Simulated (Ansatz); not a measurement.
# LiAlF4 (built on the sites of a database entry of RbAlF4): a soft mode frozen in, part 2 of 3

Aim: this structure of LiAlF4 (built on the sites of a database entry of RbAlF4) is to be tested for unstable modes, and one is followed downhill.

Ansatz 0.2.0; DFT PBEsol, scalar-relativistic, plane waves, PAW.

So far. Step 4 (The mode frozen in, largest atomic shift 0.6 Å): The run ends at a pressure of 0.17 GPa, with forces up to 0.69 eV/Å. Step 5 (Energy along the mode, all amplitudes (two of the runs …): The lowest of the steps tried is the last one, at 0.6 Å, 44.3 meV/atom below the parent; the bottom of the well need not coincide with a step.

The structure was built from a prototype and need not be the compound's stable phase.

### Step 6. Relaxing from the distorted cell

Starting from the lowest point found, all atoms and the cell are let go, so that strain and other modes of the same symmetry can join in.

Input file input.yaml:

```yaml
crystal:
  lattice:
    - [3.5663032145, 0.0, 0.0]
    - [0.0, 3.5663032145, 0.0]
    - [0.0, 0.0, 6.060049296]
  atoms:
    - { symbol: Li, position: [0.6682414433, 0.5, 0.5] }
    - { symbol: Al, position: [-0.0055560485, 0.0, 0.0] }
    - { symbol: F, position: [0.4925743321, 0.0, 0.0] }
    - { symbol: F, position: [-0.0028729253, 0.5, 0.0] }
    - { symbol: F, position: [-0.0216341354, 0.0, 0.2953455764] }
    - { symbol: F, position: [-0.0216341354, 0.0, 0.7046544236] }
kpoints:
  mp_grid: { grid: [6, 6, 4] }
hamiltonian:
  xc: pbesol
scf:
  occupations: { method: fixed }
output:
  forces: true
  stress: true
  eigenvalues: true
relax:
  adjacent_minimum: "off"
  f_tol: 0.002
  max_steps: 120
  cell: { stress_tol: 0.03 }
```

Started as:

```
ansatz run input.yaml --threads 8 --pin off --max-ram 14336MiB --backend cpu --events-out ev --progress --plain --runs-dir out
```

Numbers of over 12 decimals in the logs are rounded to 6 here.

Log:

```text
[...]
Crystal: 6 atoms, lattice volume = 77.075 Å³
Basis set: ecut = 420 eV, 1513 PW (Γ), exchange–correlation on 48×48×90 points (8 copies of the dense FFT grid, shifted against one another)
Bands: 23, of which v1, the nominal top of the filled ones, is band 17 counted from 1 (16 counted from 0)
Symmetry: 4 space group operations
[...]
k-points: 48 of 144 (time reversal used)
[...]
SCF iter   1: F=—  HF=-3937.131302 eV  |F-HF|=—  |Δ(HF+E_count)|=         —  Δρ=1.17e-2  dr2=6.15e-2  ethr=1.77e-3  ⟨swp⟩=4.9  Hψ=4760  notcnv=0  defer=176
[...]
SCF iter   6: F=-3937.111489 eV  HF=-3937.111489 eV  |F-HF|=5.39e-8  |Δ(HF+E_count)|=   1.69e-6  Δρ=1.23e-5  dr2=3.90e-8  ethr=2.94e-10  ⟨swp⟩=11.0  Hψ=5963  notcnv=0
SCF 1 converged in 6 iterations: F = -3937.111489 eV  dr2 = 3.90e-8
[...]
relax step   1: F+E_penalty+E_count = -3937.11148892 eV  Δ(F+E_penalty+E_count) = +0.000e0 eV  max|allowed force component| = 6.894e-1 eV/Å  Δτ_max = 0.0000 Å  P = +0.165 GPa  Ω = 77.075 Å³  (6 SCF iters, dr2 threshold 1.00e-7 eV, accepted)
Crystal: 6 atoms, lattice volume = 77.514 Å³
Basis set: ecut = 420 eV, 1521 PW (Γ), exchange–correlation on 48×48×90 points (8 copies of the dense FFT grid, shifted against one another)
[...]
iter 1 solved again at ethr=1.57e-4 eV; its pass at ethr=3.10e-3 eV (dr2=5.33e-2 eV) is discarded
[...]
SCF iter   6: F=-3937.279836 eV  HF=-3937.279836 eV  |F-HF|=1.93e-7  |Δ(HF+E_count)|=   1.38e-6  Δρ=3.02e-5  dr2=3.96e-7  ethr=1.76e-9  ⟨swp⟩=10.2  Hψ=6128  notcnv=0
SCF 2 converged in 6 iterations: F = -3937.279836 eV  dr2 = 3.96e-7
relax step   2: F+E_penalty+E_count = -3937.27983594 eV  Δ(F+E_penalty+E_count) = -1.683e-1 eV  max|allowed force component| = 7.129e-1 eV/Å  Δτ_max = 0.1968 Å  P = -0.070 GPa  Ω = 77.514 Å³  energy of the carried Pulay correction = -1.844e-3 eV  (6 SCF iters, dr2 threshold 6.00e-7 eV, accepted)
Crystal: 6 atoms, lattice volume = 77.852 Å³
Basis set: ecut = 420 eV, 1523 PW (Γ), exchange–correlation on 48×48×90 points (8 copies of the dense FFT grid, shifted against one another)
[...]
SCF iter   6: F=-3937.442446 eV  HF=-3937.442446 eV  |F-HF|=1.65e-7  |Δ(HF+E_count)|=   1.57e-6  Δρ=2.84e-5  dr2=3.60e-7  ethr=1.76e-9  ⟨swp⟩=10.1  Hψ=6091  notcnv=0
SCF 3 converged in 6 iterations: F = -3937.442446 eV  dr2 = 3.60e-7
relax step   3: F+E_penalty+E_count = -3937.44244633 eV  Δ(F+E_penalty+E_count) = -1.626e-1 eV  max|allowed force component| = 6.165e-1 eV/Å  Δτ_max = 0.1970 Å  P = -0.248 GPa  Ω = 77.852 Å³  energy of the carried Pulay correction = -3.256e-3 eV  (6 SCF iters, dr2 threshold 6.00e-7 eV, accepted)
[... from here on, the SCF cycles and remarks between the steps are left out ...]
relax step   4: F+E_penalty+E_count = -3937.59146644 eV  Δ(F+E_penalty+E_count) = -1.490e-1 eV  max|allowed force component| = 4.347e-1 eV/Å  Δτ_max = 0.1927 Å  P = +0.014 GPa  Ω = 77.261 Å³  energy of the carried Pulay correction = -7.847e-4 eV  (6 SCF iters, dr2 threshold 6.00e-7 eV, accepted)
relax step   5: F+E_penalty+E_count = -3937.67090058 eV  Δ(F+E_penalty+E_count) = -7.943e-2 eV  max|allowed force component| = 1.885e-1 eV/Å  Δτ_max = 0.1973 Å  P = +0.209 GPa  Ω = 77.628 Å³  energy of the carried Pulay correction = -2.322e-3 eV  (6 SCF iters, dr2 threshold 6.00e-7 eV, accepted)
relax step   6: F+E_penalty+E_count = -3937.69325373 eV  Δ(F+E_penalty+E_count) = -2.235e-2 eV  max|allowed force component| = 5.200e-2 eV/Å  Δτ_max = 0.1535 Å  P = -0.230 GPa  Ω = 77.781 Å³  energy of the carried Pulay correction = -2.963e-3 eV  (6 SCF iters, dr2 threshold 6.00e-7 eV, accepted)
relax step   7: F+E_penalty+E_count = -3937.69434314 eV  Δ(F+E_penalty+E_count) = -1.089e-3 eV  max|allowed force component| = 6.845e-3 eV/Å  Δτ_max = 0.0127 Å  P = +0.030 GPa  Ω = 77.621 Å³  energy of the carried Pulay correction = -2.291e-3 eV  (4 SCF iters, dr2 threshold 6.00e-7 eV, accepted)
relax step   8: F+E_penalty+E_count = -3937.69429256 eV  Δ(F+E_penalty+E_count) = +5.058e-5 eV  max|allowed force component| = 5.024e-4 eV/Å  Δτ_max = 0.0007 Å  P = +0.003 GPa  Ω = 77.634 Å³  energy of the carried Pulay correction = -2.347e-3 eV  (5 SCF iters, dr2 threshold 4.41e-9 eV, accepted)
relax step   9: F+E_penalty+E_count = -3937.69997039 eV  Δ(F+E_penalty+E_count) = -5.678e-3 eV  max|allowed force component| = 4.802e-4 eV/Å  Δτ_max = 0.0000 Å  P = +0.133 GPa  Ω = 77.634 Å³  stress off target by 4.68e-1 GPa  SCF on the basis re-selected at this cell (its energy is not comparable with the rows above)  (8 SCF iters)
relax step  10: F+E_penalty+E_count = -3937.69970966 eV  Δ(F+E_penalty+E_count) = +2.607e-4 eV  max|allowed force component| = 1.312e-3 eV/Å  Δτ_max = 0.0004 Å  P = +0.030 GPa  Ω = 77.767 Å³  energy of the carried Pulay correction = -5.781e-4 eV  (4 SCF iters, dr2 threshold 5.48e-7 eV, accepted)
relax step  11: F+E_penalty+E_count = -3937.69956237 eV  Δ(F+E_penalty+E_count) = +1.473e-4 eV  max|allowed force component| = 1.028e-3 eV/Å  Δτ_max = 0.0003 Å  P = +0.003 GPa  Ω = 77.803 Å³  energy of the carried Pulay correction = -7.304e-4 eV  (5 SCF iters, dr2 threshold 7.14e-9 eV, accepted)
relax step  12: F+E_penalty+E_count = -3937.70026458 eV  Δ(F+E_penalty+E_count) = -7.022e-4 eV  max|allowed force component| = 1.053e-3 eV/Å  Δτ_max = 0.0000 Å  P = +0.009 GPa  Ω = 77.803 Å³  stress off target by 3.24e-2 GPa  SCF on the basis re-selected at this cell (its energy is not comparable with the rows above)  (7 SCF iters)
relax step  13: F+E_penalty+E_count = -3937.70022619 eV  Δ(F+E_penalty+E_count) = +3.839e-5 eV  max|allowed force component| = 9.405e-5 eV/Å  Δτ_max = 0.0001 Å  P = -0.000 GPa  Ω = 77.812 Å³  energy of the carried Pulay correction = -4.000e-5 eV  (4 SCF iters, dr2 threshold 2.63e-9 eV, accepted)
[...]
SCF iter   6: F=-3937.700244 eV  HF=-3937.700244 eV  |F-HF|=1.46e-11  |Δ(HF+E_count)|=  6.50e-11  Δρ=2.27e-7  dr2=2.07e-11  ethr=1.00e-12  ⟨swp⟩=11.1  Hψ=7620  notcnv=0
SCF 14 converged in 6 iterations: F = -3937.700244 eV  dr2 = 2.07e-11
relax step  14: F+E_penalty+E_count = -3937.70024393 eV  Δ(F+E_penalty+E_count) = -1.774e-5 eV  max|allowed force component| = 9.270e-5 eV/Å  Δτ_max = 0.0000 Å  P = +0.000 GPa  Ω = 77.812 Å³  stress off target by 2.39e-3 GPa  SCF on the basis re-selected at this cell (its energy is not comparable with the rows above)  (6 SCF iters)
[...]
SCF converged after 6 iterations
Free energy (F): -3937.700244 eV
[...]
Internal energy: -3937.700244 eV  (E = F + TS)
E sigma→0 (E₀):  -3937.700244 eV
Fermi energy:    -0.500257 eV
[...]
--- Forces (eV/Å), atoms counted from 1 ---
  atom   1  Li     0.00001437     0.00000000    -0.00000000
  atom   2  Al     0.00001078    -0.00000000    -0.00000000
  atom   3  F      0.00002831    -0.00000000    -0.00000000
  atom   4  F      0.00001498     0.00000000    -0.00000000
  atom   5  F      0.00000680    -0.00000000    -0.00009270
  atom   6  F      0.00000680     0.00000000     0.00009270
  max |Σ_I F_I| component: 8.20e-5 eV/Å
--- Stress (GPa, compression-positive) ---
        0.002325       0.000000       0.000000
        0.000000       0.000226       0.000000
        0.000000       0.000000      -0.002387
  P = ⅓ Tr σ = 0.0001 GPa (0.001 kbar)
--- Band table (eV; the first three rows and the last of 48) ---
  k-point 0: bands = [... 13 lower, -1.4811, -1.2938, -1.2515, -1.1145, 5.9630, 9.6882, 10.2230, 13.4244, ... 2 higher]
  k-point 1: bands = [... 13 lower, -1.4945, -1.3918, -1.3742, -1.0418, 6.3063, 8.5891, 11.0305, 13.5036, ... 2 higher]
  k-point 2: bands = [... 13 lower, -1.6018, -1.4921, -1.2729, -0.9466, 6.9766, 7.5875, 11.4241, 13.4866, ... 2 higher]
  k-point 47: bands = [... 13 lower, -1.4422, -1.1973, -0.8556, -0.7398, 8.2115, 12.3775, 12.4874, 12.5309, ... 2 higher]
--- Relaxed structure (11 steps of the walk, 11 accepted, 3 SCFs on fresh bases) ---
  F+E_penalty+E_count = -3937.70024393 eV   max|allowed force component| = 9.270e-5 eV/Å   (the final SCF, on the basis selected at the relaxed cell)
  cell:  # Å, volume = 77.8119 Å³
    - [3.675128, 0.0, 0.0]
    - [0.0, 3.509836, 0.0]
    - [0.0, 0.0, 6.032355]
  atoms:
    - { symbol: Li, position: [0.934849, 0.5, 0.5] }
    - { symbol: Al, position: [-0.065145, 0.0, 0.0] }
    - { symbol: F, position: [0.434854, 0.0, 0.0] }
    - { symbol: F, position: [-0.065147, 0.5, 0.0] }
    - { symbol: F, position: [-0.065147, 0.0, 0.297424] }
    - { symbol: F, position: [-0.065147, 0.0, 0.702576] }
```

The job ended after 19 s (8 threads of Arm Neoverse V1, shared host; peak memory 0.53 GiB).

Step by step:

```
step  energy less that of the first step (eV)  largest force component (eV/Å)  pressure (GPa)  volume (Å³)
   1                                   0.0000                          0.6894            0.17        77.07
   2                                  -0.1683                          0.7129           -0.07        77.51
   3                                  -0.3310                          0.6165           -0.25        77.85
   4                                  -0.4800                          0.4347            0.01        77.26
   5                                  -0.5594                          0.1885            0.21        77.63
   6                                  -0.5818                          0.0520           -0.23        77.78
   7                                  -0.5829                          0.0068            0.03        77.62
   8                                  -0.5828                          0.0005            0.00        77.63
  9*                                  -0.5885                          0.0005            0.13        77.63
  10                                  -0.5882                          0.0013            0.03        77.77
  11                                  -0.5881                          0.0010            0.00        77.80
 12*                                  -0.5888                          0.0011            0.01        77.80
  13                                  -0.5887                          0.0001            0.00        77.81
 14*                                  -0.5888                          0.0001            0.00        77.81
```

Relaxation steps marked * repeat the geometry before them on a plane-wave basis chosen anew for their cell, so energy and pressure can jump there.

The run keeps the 4 symmetry operations that it works with, so distortions that break them were not tested.

```
     cell as run  before  after  change
           a (Å)   3.566  3.675  +3.1 %
           b (Å)   3.566  3.510  -1.6 %
           c (Å)   6.060  6.032  -0.5 %
volume (Å³/atom)   12.85  12.97  +1.0 %
```

The atoms that moved most (Å, as changes of fractional coordinates times the final cell):

```
atom      dx     dy      dz  length
 Li1   0.980  0.000   0.000   0.980
  F4  -0.229  0.000   0.000   0.229
 Al2  -0.219  0.000   0.000   0.219
  F3  -0.212  0.000   0.000   0.212
  F6  -0.160  0.000  -0.013   0.160
  F5  -0.160  0.000   0.013   0.160
```

The relaxed structure:

```xyz
6
Lattice="3.6751 0.0000 0.0000 0.0000 3.5098 0.0000 0.0000 0.0000 6.0324" Properties=species:S:1:pos:R:3 pbc="T T T"
Li    3.4357    1.7549    3.0162
Al   -0.2394    0.0000    0.0000
F     1.5981    0.0000    0.0000
F    -0.2394    1.7549    0.0000
F    -0.2394    0.0000    1.7942
F    -0.2394    0.0000    4.2382
```

Numbers from this step:

```yaml
pressure: 5.43e-5 GPa
gap_on_the_k_mesh: 6.463 eV
volume_per_atom: 12.97 Å³
```

The distorted start has space group Pmm2; the relaxation ends in Pmmm.

### Step 7. The new phase in its own primitive cell

The relaxed structure is symmetrised, reduced to its primitive cell and relaxed tightly, as its phonons need.

input.yaml, the sections that differ from step 6:

```yaml
crystal:
  lattice:
    - [3.5098356576, 0.0, 0.0]
    - [0.0, 3.6751277923, 0.0]
    - [0.0, 0.0, 6.0323551045]
  atoms:
    - { symbol: Li, position: [0.5, 0.0, 0.5] }
    - { symbol: Al, position: [0.0, 0.0, 0.0] }
    - { symbol: F, position: [0.0, 0.5, 0.0] }
    - { symbol: F, position: [0.5, 0.0, 0.0] }
    - { symbol: F, position: [0.0, 0.0, 0.297423543] }
    - { symbol: F, position: [0.0, 0.0, 0.702576457] }
relax:
  adjacent_minimum: "off"
  f_tol: 0.001
  max_steps: 60
  cell: { stress_tol: 0.01 }
# kpoints, hamiltonian, scf, output: as in step 6
```

Log:

```text
[...]
Crystal: 6 atoms, lattice volume = 77.812 Å³
Basis set: ecut = 420 eV, 1527 PW (Γ), exchange–correlation on 48×50×90 points (8 copies of the dense FFT grid, shifted against one another)
Bands: 23, of which v1, the nominal top of the filled ones, is band 17 counted from 1 (16 counted from 0)
Symmetry: 8 space group operations
[...]
k-points: 48 of 144
[...]
cell:  # Å, volume = 77.8119 Å³
    - [3.5098356576, 0.0, 0.0]
    - [0.0, 3.6751277923, 0.0]
    - [0.0, 0.0, 6.0323551045]
  atoms:
    - { symbol: Li, position: [0.5, 0.0, 0.500000] }
    - { symbol: Al, position: [0.0, 0.0, 0.0] }
    - { symbol: F, position: [0.0, 0.5, 0.0] }
    - { symbol: F, position: [0.5, 0.0, 0.0] }
    - { symbol: F, position: [0.0, 0.0, 0.297424] }
    - { symbol: F, position: [0.0, 0.0, 0.702576] }
[key lines of the parts left out:]
SCF converged after 8 iterations
Free energy (F): -3937.700245 eV
Fermi energy:    -0.500254 eV
P = ⅓ Tr σ = 0.0000 GPa (0.000 kbar)
```

The job ended after 1.9 s (8 threads; peak memory 0.45 GiB).

Little changed from the start: no atom moved by 0.005 Å and no cell edge by 0.1 %.

Numbers from this step:

| Property | Result |
| --- | --- |
| pressure | 3.55e-5 GPa |
| direct gap on mesh | 7.078 eV |

The largest force component left is 0.092 meV/Å and the pressure is 0.000 GPa, within the tolerances set. The cell now holds 12.97 Å³/atom.

(Part 2 of 3 ends here.)

[Logs are printed without paths, hosts, clocks, repeated set-up lines and the standing remarks that a program may print on its own settings, such as how far it seeks lower states.]

[Hosts, paths, dates, database ids (printed as entryN), source tags and the programs' standing remarks are cut or masked in the printed files.]
